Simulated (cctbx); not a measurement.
## Accept or mend?

Cell a = 9.8350 Å, b = 9.2910 Å, c = 5.1870 Å, α = 90.00°, β = 100.70°, γ = 90.00°; space group C2/c (no. 15). The compound is MgBeGe2O6.

Simulated single-crystal data (cctbx): Mo Kα, λ = 0.71073 Å, to d = 0.75 Å, 50 % of the full sphere, strongest reflection 70000 counts, noise from counting, a 6 % proportional error and a noise floor of 8 counts (s.d.); no absorption, and some extinction, which the refinements don't model.

An anisotropic refinement with weights 1/σ² prints:

```text
Rint 0.038, 541 unique reflections to 0.75 A
cycle     R1     wR2    GooF  max shift (A)
   1  0.2413  0.6113  11.551   0.04850
   6  0.0672  0.2001   3.780   0.00012
final R1 0.0672 wR2 0.2001 GooF 3.780  parameters 46  data/parameter 11.8
atom        x        y        z      Ueq    occ   su(xyz)  su(Uiso or U11)
Ge1    0.19732  0.41228  0.77679   0.0201  1.000  0.00015  0.0007
O1     0.00000  0.72803  0.75000  -0.0039  1.000  0.00051  0.0019  NPD
O2     0.38284  0.40021  0.86844   0.0362  1.000  0.00166  0.0037
Mg1    0.11560  0.73072  0.09973   0.1025  1.000  0.00162  0.0053
O3     0.14590  0.56886  0.59146   0.0303  1.000  0.00150  0.0031
Be1    0.00000  0.89547  0.25000   0.0559  1.000  0.00321  0.0137
difference map: max 3.91 min -2.25 rms 0.41
Q1    0.0000  0.2775  0.2500    4    3.96  0.05 A from O1
Q2    0.1982  0.4101  0.7859    8    1.87  0.05 A from Ge1
Q3    0.1075  0.2555  0.6566    8    1.32  0.34 A from Mg1
Q4    0.0000  0.1019  0.7500    4    0.87  0.02 A from Be1
Q5    0.1300  0.3310  0.7925    8    0.72  1.02 A from Ge1
Q6    0.1767  0.4311  0.0429    8    0.72  0.43 A from O3
```

**Question.** Can this result stand? If not, what is the likely fault?

Mend it. The fault: elements exchanged: Mg1 is O and O1 is Mg. Against the right model at the same level, R1 goes from 0.0227 to 0.0672 and GooF from 0.99 to 3.78, U of O1 shrinks from 0.0285 to -0.0039 Å², U of Mg1 swells from 0.0479 to 0.1025 Å², the top difference peak, 4.0 e/Å³, lies on O1 and O1 goes non-positive-definite. Mg1 has 4 electrons too many and its U swells to shed them, as expected; O1 has 4 electrons too few and its U shrinks to make up, as expected.

The compound is MgBeGe2O6. The right model at the same level gives:

```text
Rint 0.038, 541 unique reflections to 0.75 A
cycle     R1     wR2    GooF  max shift (A)
   1  0.0397  0.1273   2.404   0.01666
   2  0.0227  0.0526   0.993   0.00011
final R1 0.0227 wR2 0.0526 GooF 0.993  parameters 46  data/parameter 11.8
atom        x        y        z      Ueq    occ   su(xyz)  su(Uiso or U11)
Ge1    0.19739  0.41231  0.77699   0.0207  1.000  0.00004  0.0002
Mg1    0.00000  0.72762  0.75000   0.0285  1.000  0.00013  0.0005
O1     0.38373  0.40261  0.86818   0.0378  1.000  0.00042  0.0010
O2     0.11409  0.73560  0.10809   0.0479  1.000  0.00045  0.0011
O3     0.14630  0.56867  0.59025   0.0318  1.000  0.00038  0.0009
Be1    0.00000  0.89907  0.25000   0.0395  1.000  0.00057  0.0026
difference map: max 0.55 min -0.75 rms 0.15
Q1    0.0944  0.0873  0.9047    8    0.56  1.12 A from Be1
Q2    0.1359  0.0133  0.4728    8    0.48  1.35 A from O1
Q3    0.0000  0.0923  0.2500    4    0.45  1.39 A from O1
Q4    0.9979  0.4787  0.0907    8    0.44  1.53 A from O3
Q5    0.0152  0.2979  0.5515    8    0.41  1.01 A from O2
Q6    0.1913  0.1931  0.6365    8    0.39  1.00 A from O2
```

This is a model crystal, built by substitution and not relaxed, with assumed displacement parameters.

[Middle refinement cycles are left out of these outputs.]

[Logs are printed without paths, hosts, clocks, repeated set-up lines and the standing remarks that a program may print on its own settings, such as how far it seeks lower states.]
